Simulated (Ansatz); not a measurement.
## BaPbO3 (Pm-3m): a soft mode frozen in

Wanted: the energy along a soft mode of BaPbO3 (Pm-3m) and the structure at the end.

Main program and level: Ansatz 0.2.0; DFT PBEsol, scalar-relativistic, plane waves, PAW; PAW set soft_1.

### 1. Set-up

Symmetry: Pm-3m, No. 221, cubic system. Conventional cell: a = 4.281 Å, b = 4.281 Å, c = 4.281 Å, α = 90.00°, β = 90.00°, γ = 90.00°. Nearest to Ba lie 12 O at 3.03 Å. Nearest to Pb lie 6 O at 2.14 Å. Nearest to O lie 2 Pb at 2.14 Å and 4 Ba at 3.03 Å. Farther neighbours and most contacts between anions are not listed.

### 2. Phonons on a q mesh

The cell comes from relaxations at this level that are not shown. Stability and thermal properties need the whole zone. Linear response on a 4×4×4 q mesh gives force constants as far as a supercell of that size would.

The input, input.yaml:

```yaml
crystal:
  lattice:
    - [4.2810684894, 0.0, 0.0]
    - [0.0, 4.2810684894, 0.0]
    - [0.0, 0.0, 4.2810684894]
  atoms:
    - { symbol: Ba, position: [0.5, 0.5, 0.5] }
    - { symbol: Pb, position: [0.0, 0.0, 0.0] }
    - { symbol: O, position: [0.0, 0.5, 0.0] }
    - { symbol: O, position: [0.0, 0.0, 0.5] }
    - { symbol: O, position: [0.5, 0.0, 0.0] }
kpoints:
  mp_grid: { grid: [8, 8, 8] }
hamiltonian:
  xc: pbesol
  pseudopotentials: { kind: paw, azcp: { folder: soft_1 }, xc_functional: pbe }
scf:
  occupations: { method: methfessel_paxton, width: 0.2 }
output:
  eigenvalues: true
phonons:
  method: dfpt
  qmesh: [4, 4, 4]
  temperatures: { t_max: 1000, t_step: 50 }
  qpath:
    path:
      - [[0.0, 0.0, 0.0], [0.0, 0.5, 0.0], [0.5, 0.5, 0.0], [0.0, 0.0, 0.0], [0.5, 0.5, 0.5], [0.0, 0.5, 0.0]]
      - [[0.5, 0.5, 0.5], [0.5, 0.5, 0.0]]
    npoints: 10
```

The run is started by

```bash
> ansatz run input.yaml --threads 4 --pin off --max-ram 10240MiB --backend cpu --events-out ev --progress --plain --runs-dir out
```

Numbers of over 12 decimals in the logs are rounded to 6 here.

Log:

```text
Engine: ansatz 0.2.0, aarch64-unknown-linux-gnu
Pseudopotentials: kind: paw
Pseudopotential: Ba, paw, valence charge 10, recommended cutoff 420 eV (normal), soft_1/Ba.paw.azcp
Pseudopotential: Pb, paw, valence charge 14, recommended cutoff 420 eV (normal), soft_1/Pb.paw.azcp
Pseudopotential: O, paw, valence charge 6, recommended cutoff 420 eV (normal), soft_1/O.paw.azcp
Functional definition: PBEsol
  exchange = pbesol_x
  correlation = pbesol_c
Crystal: 5 atoms, lattice volume = 78.461 Å³
Basis set: ecut = 420 eV, 1551 PW (Γ), exchange–correlation on 60×60×60 points (8 copies of the dense FFT grid, shifted against one another)
Bands: 26, of which v1, the nominal top of the filled ones, is band 21 counted from 1 (20 counted from 0)
Symmetry: 48 space group operations
k-points: 35 of 512
Non-local potential: Ba, projectors of the file, l = 0: 3, l = 1: 2, l = 2: 2, l = 3: 2
Non-local potential: Pb, projectors of the file, l = 0: 2, l = 1: 2, l = 2: 2, l = 3: 1
Non-local potential: O, projectors of the file, l = 0: 2, l = 1: 2, l = 2: 1
PAW form: soft (Blöchl's): semilocal exchange-correlation on the pseudo side does not see the compensation charge
PAW frozen core: Ba, regenerated for the run's functional, and the local potential with it (the file was generated under x = pbe(κ = 0.804, μ = 0.219515), c = pbe(β = 0.066725))
PAW frozen core: Pb, regenerated for the run's functional, and the local potential with it (the file was generated under x = pbe(κ = 0.804, μ = 0.219515), c = pbe(β = 0.066725))
PAW frozen core: O, regenerated for the run's functional, and the local potential with it (the file was generated under x = pbe(κ = 0.804, μ = 0.219515), c = pbe(β = 0.066725))
PAW one-centre angular grid: Ba, 194 points (default); XC on 64 Gauss nodes
PAW one-centre angular grid: Pb, 590 points (default); XC on 64 Gauss nodes
PAW one-centre angular grid: O, 110 points (default); XC on 64 Gauss nodes
Initial density: superposition of atomic densities (chi_scale 0.1, normalization cell, long waves kept (reshape's long-wave potential 0.00 eV rms))
Initial wavefunctions: pseudopotential atomic-orbital guess
Functional: x = pbesol(κ = 0.804, μ = 0.123457), c = pbesol(β = 0.046)
SCF iter   1: F=—  HF=-19304.939741 eV  |F-HF|=—  |Δ(HF+E_count)|=         —  Δρ=5.67e-2  dr2=3.60e0  ethr=3.10e-3  ⟨swp⟩=11.0  Hψ=6009  notcnv=0
preconditioner: auto → Resta (q_TF=auto, 2.458 Å⁻¹)  ε∞=4.8  [insulator: Δε(μ)=0.307 eV  Ē_g=13.648 eV  σ=0.200 eV  W_gap=0.63  n_scr=18 (ndim 8)  ℏωp=26.5 eV  f_vac=0.000  D(μ)=0.30/eV (n_scr^D=0)  ε∞_Penn≈4.8]
SCF iter   2: F=—  HF=-19304.046806 eV  |F-HF|=—  |Δ(HF+E_count)|=   8.93e-1  S|Δr|=    0.00e0  Δρ=3.21e-2  dr2=1.32e0  ethr=3.10e-3  ⟨swp⟩=3.9  Hψ=1927  notcnv=0  defer=31
SCF iter   3: F=—  HF=-19303.526638 eV  |F-HF|=—  |Δ(HF+E_count)|=   5.20e-1  S|Δr|=    0.00e0  Δρ=8.21e-3  dr2=7.98e-2  ethr=3.10e-3  ⟨swp⟩=4.2  Hψ=1737  notcnv=0  defer=31
SCF iter   4: F=—  HF=-19303.498164 eV  |F-HF|=—  |Δ(HF+E_count)|=   2.85e-2  S|Δr|=    0.00e0  Δρ=1.89e-3  dr2=2.73e-3  ethr=1.90e-4  ⟨swp⟩=3.4  Hψ=2055  notcnv=0  defer=31
SCF iter   5: F=—  HF=-19303.498124 eV  |F-HF|=—  |Δ(HF+E_count)|=   3.98e-5  S|Δr|=    0.00e0  Δρ=3.56e-4  dr2=1.19e-4  ethr=6.50e-6  ⟨swp⟩=2.6  Hψ=1578  notcnv=0  defer=31
SCF iter   6: F=—  HF=-19303.498117 eV  |F-HF|=—  |Δ(HF+E_count)|=   7.67e-6  S|Δr|=    0.00e0  Δρ=7.67e-5  dr2=3.44e-6  ethr=2.84e-7  ⟨swp⟩=2.5  Hψ=1722  notcnv=0  defer=31
SCF iter   7: F=—  HF=-19303.498119 eV  |F-HF|=—  |Δ(HF+E_count)|=   2.85e-6  S|Δr|=    0.00e0  Δρ=1.91e-5  dr2=2.85e-7  ethr=8.19e-9  ⟨swp⟩=2.1  Hψ=1515  notcnv=0  defer=31
SCF iter   8: F=—  HF=-19303.498120 eV  |F-HF|=—  |Δ(HF+E_count)|=   2.91e-7  S|Δr|=    0.00e0  Δρ=4.57e-6  dr2=1.93e-8  ethr=6.80e-10  ⟨swp⟩=2.1  Hψ=1412  notcnv=0  defer=31
SCF iter   9: F=—  HF=-19303.498120 eV  |F-HF|=—  |Δ(HF+E_count)|=   2.57e-8  S|Δr|=    0.00e0  Δρ=1.25e-6  dr2=1.34e-9  ethr=4.59e-11  ⟨swp⟩=2.6  Hψ=1764  notcnv=0  defer=31
SCF iter  10: F=—  HF=-19303.498120 eV  |F-HF|=—  |Δ(HF+E_count)|=  1.60e-10  S|Δr|=    0.00e0  Δρ=4.13e-7  dr2=8.02e-11  ethr=3.20e-12  ⟨swp⟩=2.2  Hψ=1576  notcnv=0  defer=31
SCF iter  11: F=-19303.498120 eV  HF=-19303.498120 eV  |F-HF|=3.64e-12  |Δ(HF+E_count)|=  7.28e-12  S|Δr|=    0.00e0  Δρ=7.23e-8  dr2=2.64e-12  ethr=1.00e-12  ⟨swp⟩=18.6  Hψ=7142  notcnv=0
SCF 1 converged in 11 iterations: F = -19303.498120 eV  dr2 = 2.64e-12
  greatest PAW one-centre occupation: 0.986 electrons in one spin orbital (limit 2), on the Pb atom at site 1 (counted from 0), in its partial waves of l = 2
Initial density: read from a saved state, or passed on in memory by an earlier SCF of this step, an earlier step, the calling program or the single point that the run made first
iter 1 solved again at ethr=5.90e-7 eV; its pass at ethr=3.10e-3 eV (dr2=2.48e-4 eV) is discarded
SCF iter   1: F=—  HF=-19303.498120 eV  |F-HF|=—  |Δ(HF+E_count)|=         —  Δρ=2.06e-6  dr2=1.59e-9  ethr=5.90e-7  ⟨swp⟩=3.5  Hψ=7895  notcnv=0
eigensolver tolerance schedule: the retry pair's looser diagonalisation over-reported the residual by 155844.68 of it (diagonalisation noise at an unbounded share of the residual, at the tolerance the schedule requests for it); recorded, not acted on — ethr = c·dr2/N_el stays at c = 1.0e-1
preconditioner: auto → Kerker (q_TF=auto, 2.458 Å⁻¹)  [metal: Δε(μ)=0.001 eV  Ē_g=15.630 eV  σ=0.200 eV  W_gap=0.01  n_scr=18 (ndim 8)  ℏωp=27.2 eV  f_vac=0.000  D(μ)=1.01/eV (n_scr^D=6)]
SCF iter   2: F=—  HF=-19303.498120 eV  |F-HF|=—  |Δ(HF+E_count)|=   4.65e-7  S|Δr|=    0.00e0  Δρ=1.01e-6  dr2=2.51e-10  ethr=3.79e-12  ⟨swp⟩=5.2  Hψ=2956  notcnv=0
SCF iter   3: F=—  HF=-19303.498120 eV  |F-HF|=—  |Δ(HF+E_count)|=  6.18e-11  S|Δr|=    0.00e0  Δρ=6.69e-7  dr2=1.24e-10  ethr=1.00e-12  ⟨swp⟩=1.2  Hψ=920  notcnv=0
SCF iter   4: F=—  HF=-19303.498120 eV  |F-HF|=—  |Δ(HF+E_count)|=  2.55e-11  S|Δr|=    0.00e0  Δρ=3.34e-7  dr2=4.09e-11  ethr=1.00e-12  ⟨swp⟩=1.3  Hψ=919  notcnv=0
SCF iter   5: F=—  HF=-19303.498120 eV  |F-HF|=—  |Δ(HF+E_count)|=  7.28e-12  S|Δr|=    0.00e0  Δρ=2.64e-7  dr2=2.62e-11  ethr=1.00e-12  ⟨swp⟩=1.3  Hψ=938  notcnv=0
SCF iter   6: F=—  HF=-19303.498120 eV  |F-HF|=—  |Δ(HF+E_count)|=    0.00e0  S|Δr|=    0.00e0  Δρ=1.93e-7  dr2=1.41e-11  ethr=1.00e-12  ⟨swp⟩=1.2  Hψ=932  notcnv=0
SCF iter   7: F=-19303.498120 eV  HF=-19303.498120 eV  |F-HF|=3.64e-12  |Δ(HF+E_count)|=  7.28e-12  S|Δr|=    0.00e0  Δρ=1.08e-7  dr2=4.47e-12  ethr=1.00e-12  ⟨swp⟩=5.6  Hψ=3002  notcnv=0
SCF 2 converged in 7 iterations: F = -19303.498120 eV  dr2 = 4.47e-12
phonons: the bands overlap, so this run is a metal and interpolates without the dipole-dipole term. If the crystal is really an insulator or semiconductor, its LO-TO splitting is missing
NSCF: frozen V_eff on 35 k-points
WARN: eigensolver did not converge in 5 slots of this pass, the one above among them; of largest residual over every band (k=13): 1 band(s) unlocked (lowest unlocked band 25, counted from 0; max residual 3.88e-5 eV among the unlocked bands, 3.88e-5 eV over every band); of lowest unlocked band (k=13): band 25
NSCF: frozen V_eff on 125 k-points
DFPT response loops at q = (0, 0, 0) (fractional): preconditioner auto → Kerker (q_TF=auto, 2.458 Å⁻¹) (partly filled bands, converged f_vac=0.000); β = 1.00, the filter's whole step (`scf.mixing.beta` (0.50) is not read by the response loops under this deck's `scf.mixing.preconditioner`; to damp them name `kerker` or `kerker_dos`, under which they read `scf.mixing.beta`, and type it under 1.00, their step now; both keys bind the ground state too); Broyden in place of MSR1
NSCF: frozen V_eff on 400 k-points
DFPT response loops at q = (0, 0, 0.25) (fractional): mixed as the last ones told, above
NSCF: frozen V_eff on 250 k-points
DFPT response loops at q = (0, 0, -0.5) (fractional): mixed as the last ones told, above
NSCF: frozen V_eff on 640 k-points
DFPT response loops at q = (0, 0.25, 0.25) (fractional): mixed as the last ones told, above
NSCF: frozen V_eff on 400 k-points
DFPT response loops at q = (0, 0.25, -0.5) (fractional): mixed as the last ones told, above
NSCF: frozen V_eff on 250 k-points
DFPT response loops at q = (0, -0.5, -0.5) (fractional): mixed as the last ones told, above
NSCF: frozen V_eff on 1024 k-points
DFPT response loops at q = (0.25, 0.25, 0.25) (fractional): mixed as the last ones told, above
NSCF: frozen V_eff on 640 k-points
DFPT response loops at q = (0.25, 0.25, -0.5) (fractional): mixed as the last ones told, above
NSCF: frozen V_eff on 400 k-points
DFPT response loops at q = (0.25, -0.5, -0.5) (fractional): mixed as the last ones told, above
NSCF: frozen V_eff on 250 k-points
DFPT response loops at q = (-0.5, -0.5, -0.5) (fractional): mixed as the last ones told, above
SCF converged after 11 iterations
Stability not checked: this state was not tested for a lower state beside it, because cold or Methfessel-Paxton smearing, or corrected tetrahedra, fill the levels in a way that the test cannot read (fill_not_monotonic; see scf.lower_state_search)
Free energy (F): -19303.498120 eV
Harris-Foulkes:  -19303.498120 eV  (|F-HF|=3.64e-12)
Internal energy: -19303.509129 eV  (E = F + TS)
E sigma→0 (E₀):  -19303.500872 eV
Entropy (-TS):   0.011009 eV (2.202 meV/atom)
Fermi energy:    9.133921 eV
--- Per-component energies (eV) ---
  E_band       = -15.329036
  E_kinetic    = 958.979891
  E_local      = -2322.977761  (includes V_loc(G=0)·N_el)
  E_nonlocal   = 567.517733
  E_hartree    = 888.829646
  E_xc         = -608.539443
  E_vxc        = -533.905020  (∫ρ·V_xc dr)
  E_paw        = -15836.631062  (= ΣΔE_a)
  E_vpaw       = -462.605330  (= ΣTr[D̂ρ^β])
  E_aug_tail   = 0.002234  (compensation charges beyond the density's cutoff)
  E_ewald      = -2951.009838
  E_core_change = 0.319471  (= ΣΔE_core)
  E_smearing   = 0.011009  (= −TS)
  E_closure    = -0.000000  (closes the sum)
  Σ components = -19303.498120   (vs F -19303.498120, Δ=0.00e0)
--- Band table (eV; the first three rows and the last of 35) ---
  k-point 0: bands = [... 17 lower, 8.1490, 8.1490, 8.5166, 8.5166, 8.5166, 13.8033, 13.8033, 15.5002, ... 1 higher]
  k-point 1: bands = [... 17 lower, 8.1201, 8.1201, 8.4847, 8.4847, 8.9870, 14.0241, 14.0325, 15.7890, ... 1 higher]
  k-point 2: bands = [... 17 lower, 8.0625, 8.0625, 8.4093, 8.4093, 10.3010, 14.5671, 14.6166, 16.2365, ... 1 higher]
  k-point 34: bands = [... 17 lower, 9.0650, 9.0650, 9.1350, 9.1350, 13.9133, 13.9133, 13.9133, 15.8997, ... 1 higher]
--- Phonons (Γ-DFPT): 4 representative perturbations + reference (Σ response iterations 13) ---
  ASR residual: 4.749e-5 → 0.000e0 eV/Å²; symmetrization residual: 1.159e-6 eV/Å²
  ASR residual per site (eV/Å²): 2.54e-6 4.59e-6 4.75e-5 4.75e-5 4.75e-5
  Γ frequencies (cm⁻¹): 0.00 0.00 0.00 44.03 44.03 44.03 83.25 83.25 83.25 130.93 130.93 130.93 564.33 564.33 564.33
--- Phonons (arbitrary-q DFPT): 10 irreducible q on the 4×4×4 mesh ---
  q = [0.0000, 0.0000, 0.0000] (star 1, of the zone-centre solve; hermiticity 1.32e-7, symmetrization 2.97e-12): -0.00 0.00 0.00 44.03 44.03 44.03 83.25 83.25 83.25 130.93 130.93 130.93 564.33 564.33 564.33
  q = [0.0000, 0.0000, 0.2500] (star 6, 9 solved perturbations in 1560 linear systems a pass and spin channel, the states on 200 of 512 k-point pairs; hermiticity 2.93e-7, symmetrization 7.18e-13): 40.24 40.24 59.88 59.88 78.71 102.07 102.07 110.73 125.24 130.52 130.52 222.60 568.14 568.14 578.99
  q = [0.0000, 0.0000, -0.5000] (star 3, 9 solved perturbations in 975 linear systems a pass and spin channel, the states on 125 of 512 k-point pairs; hermiticity 6.49e-8, symmetrization 6.74e-13): 52.50 52.50 72.47 72.47 99.59 120.57 120.57 131.22 131.22 135.00 161.43 282.16 572.01 572.01 591.25
  q = [0.0000, 0.2500, 0.2500] (star 12, 9 solved perturbations in 2460 linear systems a pass and spin channel, the states on 320 of 512 k-point pairs; hermiticity 2.97e-7, symmetrization 2.16e-14): -80.03 35.87 51.64 76.11 77.70 97.10 116.52 124.20 132.11 162.94 168.76 264.70 501.38 572.09 626.66
  q = [0.0000, 0.2500, -0.5000] (star 12, 15 solved perturbations on 200 of 512 k-point pairs; hermiticity 1.87e-7, symmetrization 1.44e-14): -108.48 51.83 57.89 64.51 87.47 111.47 131.45 135.44 146.01 174.53 196.12 285.98 468.09 575.98 635.81
  q = [0.0000, -0.5000, -0.5000] (star 3, 9 solved perturbations in 975 linear systems a pass and spin channel, the states on 125 of 512 k-point pairs; hermiticity 1.32e-7, symmetrization 1.99e-13): -150.23 27.50 27.50 60.67 97.27 136.14 136.14 142.10 142.10 208.80 208.80 292.64 310.37 579.82 642.33
  q = [0.2500, 0.2500, 0.2500] (star 8, 4 solved perturbations in 1376 linear systems a pass and spin channel, the states on 512 of 512 k-point pairs; hermiticity 1.77e-7, symmetrization 3.12e-13): -99.26 -62.26 -62.26 56.66 56.66 73.53 141.93 148.70 148.70 195.12 195.12 270.90 503.83 503.83 646.44
  q = [0.2500, 0.2500, -0.5000] (star 12, 9 solved perturbations in 2460 linear systems a pass and spin channel, the states on 320 of 512 k-point pairs; hermiticity 1.64e-7, symmetrization 1.65e-13): -125.05 -93.47 -68.70 61.26 63.54 66.84 147.61 149.67 183.02 206.11 215.13 274.94 451.50 506.94 652.68
  q = [0.2500, -0.5000, -0.5000] (star 6, 9 solved perturbations in 1560 linear systems a pass and spin channel, the states on 200 of 512 k-point pairs; hermiticity 1.06e-7, symmetrization 1.21e-13): -157.67 -113.92 -113.92 63.82 63.82 65.67 150.33 184.53 184.53 226.15 226.15 268.53 316.05 493.26 656.44
  q = [-0.5000, -0.5000, -0.5000] (star 1, 4 solved perturbations in 350 linear systems a pass and spin channel, the states on 125 of 512 k-point pairs; hermiticity 5.43e-8, symmetrization 1.53e-13): -163.44 -163.44 -163.44 65.58 65.58 65.58 189.91 189.91 189.91 240.92 240.92 240.92 319.76 319.76 658.28
  sum rule: each row above includes the acoustic sum rule's correction from the zone centre's row sums; it moved no ω² by more than (0.90 cm⁻¹)²
  mesh force constants: q→R imaginary residual 1.21e-18; ASR residual 4.749e-5 → 0.000e0 eV/Å²; symmetrization residual 1.421e-14 eV/Å²
  interpolated dispersion: 62 rows × 15 modes
  density of states and harmonic sums: on the 16×16×16 q-mesh, interpolated from the force constants of a 4×4×4 supercell (no non-analytic term)
  largest difference from the sums on the solved wave vectors: F 7.52e-2 eV, S 9.08e-5 and C_V 2.16e-5 eV/K
  zero-point energy: 0.185078 eV/cell   skipped modes (ω ≤ 0): 251, of them read as no rigid motion or as one in doubt: 248 (1.552e0 modes/cell left out, lowest -163.44 cm⁻¹)   left out of the sums: 1.03e-1 of the cell's modes: C_V's classical limit lies that fraction below 3 k_B per atom; for a crystal, a wire or a layer, F and S can be off by more, and a phonons.interpolated_qmesh denser along its periods is the remedy for the sampling
```

Wall time 11 min (4 threads of Arm Neoverse V2, shared host); peak memory 2.6 GiB.

Reading the cycles: dr2 is the Hartree energy of the density residual (eV), the measure of convergence; HF is the Harris–Foulkes estimate of the energy, which meets the free energy F at convergence.

Numbers from this step:

- volume per atom: 15.69 Å³
- gap on the k-mesh: 0 eV
- sum-rule residual before enforcement: 4.75e-5 eV/Å²
- lowest frequency on the path: -163.4 cm⁻¹
- point group: m-3m
- highest frequency on the path or at a solved wavevector: 659.7 cm⁻¹
- highest optical mode at the zone centre (no LO-TO term): 564.3 cm⁻¹
- lowest optical zone-centre mode: 44.03 cm⁻¹
- lowest mode on the q mesh (acoustic modes at Γ apart): -163.4 cm⁻¹

Frequencies (cm⁻¹) solved at each irreducible wavevector; negative means imaginary. Frequencies by wavevector, by row:

```tsv
q in reciprocal lattice units	star	mode 1	mode 2	mode 3	mode 4	mode 13	mode 14	mode 15
0 0 0	1	0	0	0	44	564.3	564.3	564.3
0 0 0.25	6	40.2	40.2	59.9	59.9	568.1	568.1	579
0 0 -0.5	3	52.5	52.5	72.5	72.5	572	572	591.2
0 0.25 0.25	12	-80	35.9	51.6	76.1	501.4	572.1	626.7
0 0.25 -0.5	12	-108.5	51.8	57.9	64.5	468.1	576	635.8
0 -0.5 -0.5	3	-150.2	27.5	27.5	60.7	310.4	579.8	642.3
0.25 0.25 0.25	8	-99.3	-62.3	-62.3	56.7	503.8	503.8	646.4
0.25 0.25 -0.5	12	-125	-93.5	-68.7	61.3	451.5	506.9	652.7
0.25 -0.5 -0.5	6	-157.7	-113.9	-113.9	63.8	316.1	493.3	656.4
-0.5 -0.5 -0.5	1	-163.4	-163.4	-163.4	65.6	319.8	319.8	658.3
```

Interpolated from a 4×4×4 q mesh. The phonon branches at the labelled points (cm⁻¹):

```tsv
point	branch 1	branch 2	branch 3	branch 4	branch 12	branch 13	branch 14	branch 15
Γ	0	0	0	44	131	564	564	564
halfway	40	40	60	60	223	568	568	579
X	52	52	72	72	282	572	572	591
halfway	-108	52	58	64	286	468	576	636
M	-150	28	28	61	293	310	580	642
halfway	-80	36	52	76	265	501	572	627
Γ	0	0	0	44	131	564	564	564
halfway	-99	-62	-62	57	271	504	504	646
R	-163	-163	-163	66	241	320	320	658
halfway	-125	-94	-69	61	275	452	507	653
X	52	52	72	72	282	572	572	591
jump to R	-163	-163	-163	66	241	320	320	658
halfway	-158	-114	-114	64	268	316	493	656
M	-150	28	28	61	293	310	580	642
```

Symmetry leaves 10 wavevectors to solve. The lowest mode among them, the acoustic zeros apart, lies at q = (-0.5, -0.5, -0.5) and is imaginary, 163.4i cm⁻¹, so the energy falls along it.

### 3. The mode frozen in, largest atomic shift 0 Å

The mode followed lies at q = (0, -0.5, -0.5) with frequency 150.2i cm⁻¹, one of the unstable modes though not the softest. At small amplitude the distorted cell has space group no. 127 by a symmetry search on the positions. The undistorted cell that holds it gives the zero of energy on the same k mesh.

System of this step: BaPbO3. Symmetry: Pm-3m, No. 221, cubic system. The conventional cell has a = 4.281 Å, b = 4.281 Å, c = 4.281 Å, α = 90.00°, β = 90.00°, γ = 90.00°. Nearest to Ba lie 12 O at 3.03 Å. Nearest to Pb lie 6 O at 2.14 Å. Nearest to O lie 2 Pb at 2.14 Å and 4 Ba at 3.03 Å. Nearest to O lie 2 Pb at 2.14 Å and 4 Ba at 3.03 Å. Farther neighbours and most contacts between anions are not listed.

The input, input.yaml:

```yaml
crystal:
  lattice:
    - [-4.2810684894, 0.0, 0.0]
    - [0.0, -4.2810684894, -4.2810684894]
    - [0.0, -4.2810684894, 4.2810684894]
  atoms:
    - { symbol: Ba, position: [0.5, 0.0, 0.5] }
    - { symbol: Ba, position: [0.5, 0.5, 0.0] }
    - { symbol: Pb, position: [1.0, 1.0, 0.0] }
    - { symbol: Pb, position: [1.0, 0.5, 0.5] }
    - { symbol: O, position: [1.0, 0.25, 0.25] }
    - { symbol: O, position: [1.0, 0.75, 0.75] }
    - { symbol: O, position: [1.0, 0.75, 0.25] }
    - { symbol: O, position: [1.0, 0.25, 0.75] }
    - { symbol: O, position: [0.5, 1.0, 0.0] }
    - { symbol: O, position: [0.5, 0.5, 0.5] }
kpoints:
  mp_grid: { grid: [8, 6, 6] }
hamiltonian:
  xc: pbesol
  pseudopotentials: { kind: paw, azcp: { folder: soft_1 }, xc_functional: pbe }
scf:
  occupations: { method: methfessel_paxton, width: 0.2 }
output:
  forces: true
  stress: true
  eigenvalues: true
```

Log:

```text
[...]
Crystal: 10 atoms, lattice volume = 156.923 Å³
Basis set: ecut = 420 eV, 3067 PW (Γ), exchange–correlation on 60×90×90 points (8 copies of the dense FFT grid, shifted against one another)
Bands: 52, of which v1, the nominal top of the filled ones, is band 42 counted from 1 (41 counted from 0)
Symmetry: 32 space group operations
[...]
k-points: 50 of 288
[...]
k-point 0: bands = [... 38 lower, 8.5163, 8.5169, 8.5169, 9.0193, 9.1220, 13.8025, 13.8038, 14.2777, ... 6 higher]
  k-point 1: bands = [... 38 lower, 8.4854, 8.5438, 8.8447, 8.8787, 9.0150, 13.7418, 13.9956, 14.0109, ... 6 higher]
  k-point 2: bands = [... 38 lower, 8.3910, 8.4462, 8.6272, 8.8987, 9.9244, 12.5737, 14.4536, 14.5958, ... 6 higher]
  k-point 49: bands = [... 38 lower, 9.0244, 9.0244, 9.1260, 9.1260, 14.2801, 14.2801, 16.0753, 16.0753, ... 6 higher]
[key lines of the parts left out:]
SCF converged after 8 iterations
Free energy (F): -38606.997593 eV
Fermi energy:    9.141154 eV
P = ⅓ Tr σ = 0.0170 GPa (0.170 kbar)
```

Elapsed: 7.9 s, on 4 threads; peak memory 0.66 GiB.

This step gave:

- pressure: 0.01698 GPa
- energy from the undistorted cell: 0 meV/atom

The run ends at a pressure of 0.02 GPa.

(Continued in part 2 of 3.)

[Logs are printed without paths, hosts, clocks, repeated set-up lines and the standing remarks that a program may print on its own settings, such as how far it seeks lower states.]

[Hosts, paths, dates, database ids (printed as entryN), source tags and the programs' standing remarks are cut or masked in the printed files.]
